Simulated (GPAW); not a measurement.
# A Pb chain with an H atom on top of one atom: converging a transmission, part 3 of 4

Aim: the cheapest settings that leave the conductance of a Pb chain with an H atom on top of one atom unchanged.

GPAW 26.7.0; GPAW LCAO, PAW setups; Landauer transmission from Green's functions with principal layers (ASE), zero bias.

So far, transmission at the Fermi level (one spin): step 2 (the reference run) 2.22; step 8 (8 atoms, SCF mesh 1×1×4) 2.22; step 9 (varying the lead periods between scatterer and principal layer …) 2.23; step 10 (16 atoms, SCF mesh 1×1×2) 2.23; step 11 (20 atoms, SCF mesh 1×1×2) 2.23.

### Step 13. Varying the energy step: de = 0.2

The thermal integrals interpolate T(E), so the step must resolve what lies within a few kT of the Fermi level.

This step: GPAW LCAO, PAW setups; Landauer transmission from Green's functions with principal layers (ASE), zero bias (GPAW 26.7.0).

System of this step: Pb chain with an H atom on top of one atom. The cell holds 12 atoms: 11 Pb and 1 H. Cell: a = 9.000 Å, b = 9.000 Å, c = 31.900 Å, α = 90.0°, β = 90.0°, γ = 90.0°. Regions: left lead, 5 atoms (5 Pb); channel, 2 atoms (1 Pb and 1 H); right lead, 5 atoms (5 Pb). Vacuum lies along a and b. The structure is stacked along c, and the current runs across the ab planes.

run.py

```python
import json
import numpy as np
from ase import Atoms
from ase.transport.calculators import TransportCalculator
from gpaw import GPAW, FermiDirac
from gpaw.lcao.tools import get_lcao_hamiltonian
from scipy.linalg import eigh

# The junction with lead layers at both ends, along the third cell vector
device = Atoms(
    ['Pb', 'Pb', 'Pb', 'Pb', 'Pb', 'Pb', 'H', 'Pb', 'Pb', 'Pb', 'Pb', 'Pb'],
    positions=[
        [4.50000, 4.50000, 1.45000],
        [4.50000, 4.50000, 4.35000],
        [4.50000, 4.50000, 7.25000],
        [4.50000, 4.50000, 10.15000],
        [4.50000, 4.50000, 13.05000],
        [4.50000, 4.50000, 15.95000],
        [6.09830, 4.50000, 15.95000],
        [4.50000, 4.50000, 18.85000],
        [4.50000, 4.50000, 21.75000],
        [4.50000, 4.50000, 24.65000],
        [4.50000, 4.50000, 27.55000],
        [4.50000, 4.50000, 30.45000]],
    cell=[[9.0, 0.0, 0.0], [0.0, 9.0, 0.0], [0.0, 0.0, 31.9]],
    pbc=True)

# One principal layer of the lead: the first 3 atoms of the device
lead = Atoms(
    ['Pb', 'Pb', 'Pb'],
    positions=[
        [4.50000, 4.50000, 1.45000],
        [4.50000, 4.50000, 4.35000],
        [4.50000, 4.50000, 7.25000]],
    cell=[[9.0, 0.0, 0.0], [0.0, 9.0, 0.0], [0.0, 0.0, 8.7]],
    pbc=True)

settings = dict(mode='lcao', basis='szp(dzp)', xc='LDA', h=0.2,
                occupations=FermiDirac(0.1), maxiter=250,
                mixer=dict(beta=0.1, nmaxold=8, weight=100.0),
                convergence=dict(density=0.0001))
energies = np.arange(-3, 3 + 1e-9, 0.2)
eta = 0.0001
n1, n2 = 1, 1
# k and -k transmit alike, so half of the mesh across the current serves
mesh = [(i, j) for i in range(n1) for j in range(n2) if (i, j) <= (-i % n1, -j % n2)]
weights = np.array([1 if (i, j) == (-i % n1, -j % n2) else 2 for i, j in mesh]) / (n1 * n2)

# [... helper functions left out ...]
fermi_lead = ground_state(lead, (1, 1, 13), 'lead.txt')
fermi_device = ground_state(device, (1, 1, 3), 'device.txt')
# [... loop over the mesh left out, but for ...]
        # Shift the lead onto the potential of the device's first layer
        shift = ((H[:, 0, 0] - H0[:, 0, 0]) / S0[0, 0]).real.mean()
# [...]
kT = 8.617333e-5 * 300
bias = [0.1, 0.2, 0.5, 1.0, 1.5, 2.0]
# [... integrals and printing left out ...]
```

Run with:

```
$ OMP_NUM_THREADS=1 OPENBLAS_NUM_THREADS=2 python run.py
```

What it wrote:

```text
basis functions: device 158, principal layer 42
Fermi level: lead -3.0332 eV, device -3.0412 eV; lead shifted by 0.0192 eV
largest coupling past the next layer 2.82e-08 eV, largest misfit of the first layer 0.026 eV
  E-E_F (eV)   T (one spin)  channels
    -3.000    3.6818e-12    0.0000
    -2.800    2.0463e-11    0.0000
    -2.600    1.5370e-10    0.0000
    -2.400    1.5114e-05    0.0000
    -2.200    9.2781e-01    1.0000
    -2.000    9.5473e-01    1.0000
    -1.800    9.7028e-01    1.0000
    -1.600    9.8000e-01    1.0000
    -1.400    9.8640e-01    1.0000
    -1.200    9.9078e-01    1.0000
    -1.000    9.9389e-01    1.0000
    -0.800    9.9622e-01    1.0000
    -0.600    2.0007e+00    3.0000
    -0.400    2.0933e+00    3.0000
    -0.200    2.1902e+00    3.0000
     0.000    2.2185e+00    3.0000
[...]
1.600    2.1014e+00    3.0000
     1.800    2.0880e+00    3.0000
     2.000    2.0729e+00    3.0000
     2.200    2.0566e+00    3.0000
     2.400    2.0389e+00    3.0000
     2.600    2.0159e+00    3.0000
     2.800    1.9142e+00    3.0000
     3.000    9.9946e-01    1.0000
conductance at 300 K: 2.2145 G0 a cell; thermopower -0.1097 uV/K
current from the zero-bias T(E) at 0.1 V: 17.152 uA
current from the zero-bias T(E) at 0.2 V: 34.274 uA
current from the zero-bias T(E) at 0.5 V: 85.323 uA
current from the zero-bias T(E) at 1.0 V: 168.28 uA
current from the zero-bias T(E) at 1.5 V: 243.42 uA
current from the zero-bias T(E) at 2.0 V: 304.77 uA
```

Elapsed: 28 s, on 2 threads of Intel Xeon 6975P-C (Granite Rapids), shared host; peak memory 1.1 GiB.

This step gave:

| Quantity | Value |
| --- | --- |
| conductance | 2.215 G₀ |
| largest misfit of the first principal layer | 0.02575 eV |
| shift that aligns the lead | 0.01916 eV |
| basis functions of the junction | 158 |
| transmission at the Fermi level (one spin) | 2.218 |

One spin. Transmission, zone mean against energy, zero at the Fermi level:

| energy (eV) | transmission, zone mean |
| --- | --- |
| -3.00 | 3.7e-12 |
| -2.80 | 2.0e-11 |
| -2.60 | 1.5e-10 |
| -2.40 | 1.5e-5 |
| -2.20 | 0.928 |
| -2.00 | 0.955 |
| -1.80 | 0.970 |
| -1.60 | 0.980 |
| -1.40 | 0.986 |
| -1.20 | 0.991 |
| -1.00 | 0.994 |
| -0.80 | 0.996 |
| -0.60 | 2.00 |
| -0.40 | 2.09 |
| -0.20 | 2.19 |
| 0.00 | 2.22 |
| 0.20 | 2.20 |
| 0.40 | 2.17 |
| 0.60 | 2.15 |
| 0.80 | 2.14 |
| 1.00 | 2.13 |
| 1.20 | 2.12 |
| 1.40 | 2.11 |
| 1.60 | 2.10 |
| 1.80 | 2.09 |
| 2.00 | 2.07 |
| 2.20 | 2.06 |
| 2.40 | 2.04 |
| 2.60 | 2.02 |
| 2.80 | 1.91 |
| 3.00 | 0.999 |

Crossings of the lead's bands, unfolded to its shortest repeat. The open channels, zone mean by energy, zero at the Fermi level:

energy (eV), open channels, zone mean and a bar:
```
    -3.00       0.00 
    -2.80       0.00 
    -2.60       0.00 
    -2.40       0.00 
    -2.20       1.00 ##########
    -2.00       1.00 ##########
    -1.80       1.00 ##########
    -1.60       1.00 ##########
    -1.40       1.00 ##########
    -1.20       1.00 ##########
    -1.00       1.00 ##########
    -0.80       1.00 ##########
    -0.60       3.00 ##############################
    -0.40       3.00 ##############################
    -0.20       3.00 ##############################
     0.00       3.00 ##############################
     0.20       3.00 ##############################
     0.40       3.00 ##############################
     0.60       3.00 ##############################
     0.80       3.00 ##############################
     1.00       3.00 ##############################
     1.20       3.00 ##############################
     1.40       3.00 ##############################
     1.60       3.00 ##############################
     1.80       3.00 ##############################
     2.00       3.00 ##############################
     2.20       3.00 ##############################
     2.40       3.00 ##############################
     2.60       3.00 ##############################
     2.80       3.00 ##############################
     3.00       1.00 ##########
```

Not self-consistent under bias; the bias window is split evenly. Table of current through one cell, from the zero-bias transmission by bias:

| bias (V) | current through one cell, from the zero-bias transmission (μA) |
| --- | --- |
| 0.100 | 17.2 |
| 0.200 | 34.3 |
| 0.500 | 85.3 |
| 1.000 | 168 |
| 1.500 | 243 |
| 2.000 | 305 |

The conductance equals that of the base run to 0.2 %.

### Step 14. Energy step: de = 0.1

run.py: that of step 13 with these lines changed.

```diff
@@ -41,3 +41,3 @@
                 convergence=dict(density=0.0001))
-energies = np.arange(-3, 3 + 1e-9, 0.2)
+energies = np.arange(-3, 3 + 1e-9, 0.1)
 eta = 0.0001
```

What it wrote:

```text
basis functions: device 158, principal layer 42
Fermi level: lead -3.0332 eV, device -3.0412 eV; lead shifted by 0.0192 eV
largest coupling past the next layer 2.82e-08 eV, largest misfit of the first layer 0.026 eV
  E-E_F (eV)   T (one spin)  channels
    -3.000    3.6818e-12    0.0000
    -2.900    8.1490e-12    0.0000
    -2.800    2.0463e-11    0.0000
    -2.700    5.8809e-11    0.0000
    -2.600    1.5370e-10    0.0000
    -2.500    1.3040e-07    0.0000
    -2.400    1.5114e-05    0.0000
    -2.300    9.0643e-01    1.0000
    -2.200    9.2781e-01    1.0000
    -2.100    9.4324e-01    1.0000
    -2.000    9.5473e-01    1.0000
    -1.900    9.6348e-01    1.0000
    -1.800    9.7028e-01    1.0000
    -1.700    9.7567e-01    1.0000
    -1.600    9.8000e-01    1.0000
    -1.500    9.8351e-01    1.0000
[...]
2.300    2.0480e+00    3.0000
     2.400    2.0389e+00    3.0000
     2.500    2.0287e+00    3.0000
     2.600    2.0159e+00    3.0000
     2.700    1.9953e+00    3.0000
     2.800    1.9142e+00    3.0000
     2.900    9.9950e-01    1.0000
     3.000    9.9946e-01    1.0000
conductance at 300 K: 2.2164 G0 a cell; thermopower -0.04732 uV/K
current from the zero-bias T(E) at 0.1 V: 17.169 uA
current from the zero-bias T(E) at 0.2 V: 34.318 uA
current from the zero-bias T(E) at 0.5 V: 85.422 uA
current from the zero-bias T(E) at 1.0 V: 168.41 uA
current from the zero-bias T(E) at 1.5 V: 240.74 uA
current from the zero-bias T(E) at 2.0 V: 301.47 uA
```

Run time: 29 s. Hardware: 2 threads; peak memory 1.1 GiB.

Numbers from this step:

```
conductance : 2.216 G₀
```

One spin. Transmission, zone mean against energy, zero at the Fermi level:

energy (eV), transmission, zone mean and a bar:
```
    -3.00       0.00 
    -2.80       0.00 
    -2.70       0.00 
    -2.50       0.00 
    -2.40       0.00 
    -2.20       0.93 #############
    -2.00       0.95 #############
    -1.90       0.96 #############
    -1.70       0.98 #############
    -1.50       0.98 #############
    -1.40       0.99 #############
    -1.20       0.99 #############
    -1.10       0.99 #############
    -0.90       1.00 #############
    -0.70       1.00 #############
    -0.60       2.00 ###########################
    -0.40       2.09 ############################
    -0.20       2.19 ##############################
    -0.10       2.21 ##############################
     0.00       2.22 ##############################
     0.10       2.21 ##############################
     0.20       2.20 ##############################
     0.40       2.17 #############################
     0.60       2.15 #############################
     0.70       2.14 #############################
     0.90       2.14 #############################
     1.10       2.13 #############################
     1.20       2.12 #############################
     1.40       2.11 #############################
     1.50       2.11 #############################
     1.70       2.09 ############################
     1.90       2.08 ############################
     2.00       2.07 ############################
     2.20       2.06 ############################
     2.40       2.04 ############################
     2.50       2.03 ###########################
     2.70       2.00 ###########################
     2.80       1.91 ##########################
     3.00       1.00 ##############
```

Crossings of the lead's bands, unfolded to its shortest repeat. Open channels, zone mean against energy, zero at the Fermi level:

| energy (eV) | open channels, zone mean |
| --- | --- |
| -3.00 | 0 |
| -2.80 | 0 |
| -2.70 | 0 |
| -2.50 | 0 |
| -2.40 | 0 |
| -2.20 | 1 |
| -2.00 | 1 |
| -1.90 | 1 |
| -1.70 | 1 |
| -1.50 | 1 |
| -1.40 | 1 |
| -1.20 | 1 |
| -1.10 | 1 |
| -0.90 | 1 |
| -0.70 | 1 |
| -0.60 | 3 |
| -0.40 | 3 |
| -0.20 | 3 |
| -0.10 | 3 |
| 0.00 | 3 |
| 0.10 | 3 |
| 0.20 | 3 |
| 0.40 | 3 |
| 0.60 | 3 |
| 0.70 | 3 |
| 0.90 | 3 |
| 1.10 | 3 |
| 1.20 | 3 |
| 1.40 | 3 |
| 1.50 | 3 |
| 1.70 | 3 |
| 1.90 | 3 |
| 2.00 | 3 |
| 2.20 | 3 |
| 2.40 | 3 |
| 2.50 | 3 |
| 2.70 | 3 |
| 2.80 | 3 |
| 3.00 | 1 |

Not self-consistent under bias; the bias window is split evenly. Current through one cell, from the zero-bias transmission against bias:

| bias (V) | current through one cell, from the zero-bias transmission (μA) |
| --- | --- |
| 0.100 | 17.2 |
| 0.200 | 34.3 |
| 0.500 | 85.4 |
| 1.000 | 168 |
| 1.500 | 241 |
| 2.000 | 301 |

The conductance equals that of the base run to 0.2 %.

### Step 15. Varying the energy step: de = 0.025

run.py: that of step 14 with these lines changed.

```diff
@@ -41,3 +41,3 @@
                 convergence=dict(density=0.0001))
-energies = np.arange(-3, 3 + 1e-9, 0.1)
+energies = np.arange(-3, 3 + 1e-9, 0.025)
 eta = 0.0001
```

What it wrote:

```text
basis functions: device 158, principal layer 42
Fermi level: lead -3.0332 eV, device -3.0412 eV; lead shifted by 0.0192 eV
largest coupling past the next layer 2.82e-08 eV, largest misfit of the first layer 0.026 eV
  E-E_F (eV)   T (one spin)  [channel counts left out]
    -3.000    3.6818e-12
    -2.975    4.4431e-12
    -2.950    5.3989e-12
[...]
2.975    9.9947e-01
     3.000    9.9946e-01
conductance at 300 K: 2.2172 G0 a cell; thermopower -0.03477 uV/K
current from the zero-bias T(E) at 0.1 V: 17.176 uA
current from the zero-bias T(E) at 0.2 V: 34.331 uA
current from the zero-bias T(E) at 0.5 V: 85.456 uA
current from the zero-bias T(E) at 1.0 V: 168.45 uA
current from the zero-bias T(E) at 1.5 V: 240.57 uA
current from the zero-bias T(E) at 2.0 V: 301.26 uA
```

It took 31 s on 2 threads; peak memory 1.1 GiB.

The conductance equals that of the base run to 0.2 %.

### Step 16. Varying the energy step: de = 0.0125

run.py: that of step 15 with these lines changed.

```diff
@@ -41,3 +41,3 @@
                 convergence=dict(density=0.0001))
-energies = np.arange(-3, 3 + 1e-9, 0.025)
+energies = np.arange(-3, 3 + 1e-9, 0.0125)
 eta = 0.0001
```

What it wrote:

```text
basis functions: device 158, principal layer 42
Fermi level: lead -3.0332 eV, device -3.0412 eV; lead shifted by 0.0192 eV
largest coupling past the next layer 2.82e-08 eV, largest misfit of the first layer 0.026 eV
  E-E_F (eV)   T (one spin)  [channel counts left out]
    -3.000    3.6818e-12
    -2.987    4.0411e-12
    -2.975    4.4431e-12
[...]
2.988    9.9947e-01
     3.000    9.9946e-01
conductance at 300 K: 2.2173 G0 a cell; thermopower -0.03403 uV/K
current from the zero-bias T(E) at 0.1 V: 17.176 uA
current from the zero-bias T(E) at 0.2 V: 34.331 uA
current from the zero-bias T(E) at 0.5 V: 85.457 uA
current from the zero-bias T(E) at 1.0 V: 168.46 uA
current from the zero-bias T(E) at 1.5 V: 240.73 uA
current from the zero-bias T(E) at 2.0 V: 301.42 uA
```

Elapsed: 33 s, on 2 threads; peak memory 1.1 GiB.

One spin. Table of transmission, zone mean by energy, zero at the Fermi level:

| energy (eV) | transmission, zone mean |
| --- | --- |
| -3.000 | 3.7e-12 |
| -2.800 | 2.0e-11 |
| -2.600 | 1.5e-10 |
| -2.400 | 1.5e-5 |
| -2.200 | 0.928 |
| -2.000 | 0.955 |
| -1.800 | 0.970 |
| -1.600 | 0.980 |
| -1.400 | 0.986 |
| -1.200 | 0.991 |
| -1.000 | 0.994 |
| -0.800 | 0.996 |
| -0.600 | 2.00 |
| -0.400 | 2.09 |
| -0.200 | 2.19 |
| 0.000 | 2.22 |
| 0.200 | 2.20 |
| 0.400 | 2.17 |
| 0.600 | 2.15 |
| 0.800 | 2.14 |
| 1.000 | 2.13 |
| 1.200 | 2.12 |
| 1.400 | 2.11 |
| 1.600 | 2.10 |
| 1.800 | 2.09 |
| 2.000 | 2.07 |
| 2.200 | 2.06 |
| 2.400 | 2.04 |
| 2.600 | 2.02 |
| 2.800 | 1.91 |
| 3.000 | 0.999 |

The conductance equals that of the base run to 0.2 %.

### Step 17. Convergence in the energy step

The runs and the base run on one axis.

This step: convergence of the conductance (GPAW 26.7.0).

The conductance stays at 2.22 G₀ for energy step from 0.0125 to 0.2 eV.

### Step 18. Grid spacing: h = 0.3

The real-space grid carries density and potential; a coarse one breaks translation symmetry along the lead and scatters electrons that should pass.

This step: GPAW LCAO, PAW setups; Landauer transmission from Green's functions with principal layers (ASE), zero bias (GPAW 26.7.0).

run.py: that of step 16 with these lines changed.

```diff
@@ -37,3 +37,3 @@
 
-settings = dict(mode='lcao', basis='szp(dzp)', xc='LDA', h=0.2,
+settings = dict(mode='lcao', basis='szp(dzp)', xc='LDA', h=0.3,
                 occupations=FermiDirac(0.1), maxiter=250,
@@ -41,3 +41,3 @@
                 convergence=dict(density=0.0001))
-energies = np.arange(-3, 3 + 1e-9, 0.0125)
+energies = np.arange(-3, 3 + 1e-9, 0.075)
 eta = 0.0001
```

What it wrote:

```text
basis functions: device 158, principal layer 42
Fermi level: lead -3.0389 eV, device -3.0466 eV; lead shifted by 0.0193 eV
largest coupling past the next layer 2.82e-08 eV, largest misfit of the first layer 0.026 eV
  E-E_F (eV)   T (one spin)  [channel counts left out]
    -3.000    3.6287e-12
    -2.925    6.5156e-12
    -2.850    1.2523e-11
    -2.775    2.5987e-11
    -2.700    5.8130e-11
    -2.625    1.2900e-10
    -2.550    4.5228e-11
    -2.475    2.4718e-07
    -2.400    1.3182e-05
    -2.325    8.9915e-01
    -2.250    9.1818e-01
    -2.175    9.3211e-01
    -2.100    9.4316e-01
    -2.025    9.5202e-01
    -1.950    9.5922e-01
    -1.875    9.6514e-01
[...]
2.475    2.0315e+00
     2.550    2.0228e+00
     2.625    2.0118e+00
     2.700    1.9947e+00
     2.775    1.9491e+00
     2.850    1.5554e+00
     2.925    9.9949e-01
     3.000    9.9946e-01
conductance at 300 K: 2.2171 G0 a cell; thermopower -0.04868 uV/K
current from the zero-bias T(E) at 0.1 V: 17.175 uA
current from the zero-bias T(E) at 0.2 V: 34.329 uA
current from the zero-bias T(E) at 0.5 V: 85.453 uA
current from the zero-bias T(E) at 1.0 V: 168.46 uA
current from the zero-bias T(E) at 1.5 V: 239.98 uA
current from the zero-bias T(E) at 2.0 V: 300.68 uA
```

Run time: 14 s. Hardware: 2 threads; peak memory 0.39 GiB.

This step gave:

```yaml
largest_misfit_of_the_first_principal_layer: 0.02587 eV
shift_that_aligns_the_lead: 0.01927 eV
transmission_at_the_fermi_level_one_spin: 2.219
```

One spin. Transmission, zone mean against energy, zero at the Fermi level:

energy (eV), transmission, zone mean and a bar:
```
  -3.0000       0.00 
  -2.7750       0.00 
  -2.4750       0.00 
  -2.2500       0.92 ############
  -2.0250       0.95 #############
  -1.7250       0.97 #############
  -1.5000       0.98 #############
  -1.2750       0.99 #############
  -0.9750       0.99 #############
  -0.7500       1.00 #############
  -0.5250       2.04 ############################
  -0.2250       2.18 ##############################
   0.0000       2.22 ##############################
   0.2250       2.20 ##############################
   0.5250       2.16 #############################
   0.7500       2.14 #############################
   0.9750       2.13 #############################
   1.2750       2.12 #############################
   1.5000       2.11 #############################
   1.7250       2.09 ############################
   2.0250       2.07 ############################
   2.2500       2.05 ############################
   2.4750       2.03 ###########################
   2.7750       1.95 ##########################
   3.0000       1.00 ##############
```

Not self-consistent under bias; the bias window is split evenly. Current through one cell, from the zero-bias transmission against bias:

| bias (V) | current through one cell, from the zero-bias transmission (μA) |
| --- | --- |
| 0.100 | 17.2 |
| 0.200 | 34.3 |
| 0.500 | 85.5 |
| 1.000 | 168 |
| 1.500 | 240 |
| 2.000 | 301 |

The conductance equals that of the base run to 0.2 %.

[end of part 3 of 4]

[Logs are printed without paths, hosts, clocks, repeated set-up lines and the standing remarks that a program may print on its own settings, such as how far it seeks lower states.]

[Hosts, paths, dates, database ids (printed as entryN), source tags and the programs' standing remarks are cut or masked in the printed files.]
